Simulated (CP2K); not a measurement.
The C K edge of 3-methylthiothiophene was computed by TDDFT (CP2K XAS_TDP, aug-cc-pVDZ, TDA) at these levels: PBEh(45%), PBEh(45%) + GW2X and PBEh(60%). The first three lines of C1 (bonded to S and 3 H) with a strength over 0.0015, energy in eV and strength:

```csv
run,first,second,third
1,287.79 (0.053),289.24 (0.008),289.73 (0.034)
2,283.63 (0.038),284.51 (0.010),284.99 (0.005)
3,289.49 (0.037),290.38 (0.010),290.85 (0.005)
```

Q: Which run is which?

Run 1: PBEh(60%) (60 % exact exchange). Run 2: PBEh(45%) (45 % exact exchange). Run 3: PBEh(45%) + GW2X (45 % exact exchange). Self-interaction lifts the core level, so the uncorrected lines rise with the share of exact exchange. The GW2X run keeps the spacings of its parent: 0.89 eV between the first two lines in run 3, 0.88 eV in run 2. Its shift is +5.86 eV, since the Kohn–Sham level at this share of exchange lies that far above the quasiparticle level.

[Banner, clock and machine lines of the logs are left out without a mark of their own.]

[Logs are printed without paths, hosts, clocks, repeated set-up lines and the standing remarks that a program may print on its own settings, such as how far it seeks lower states.]

[Hosts, paths, dates, database ids (printed as entryN), source tags and the programs' standing remarks are cut or masked in the printed files.]
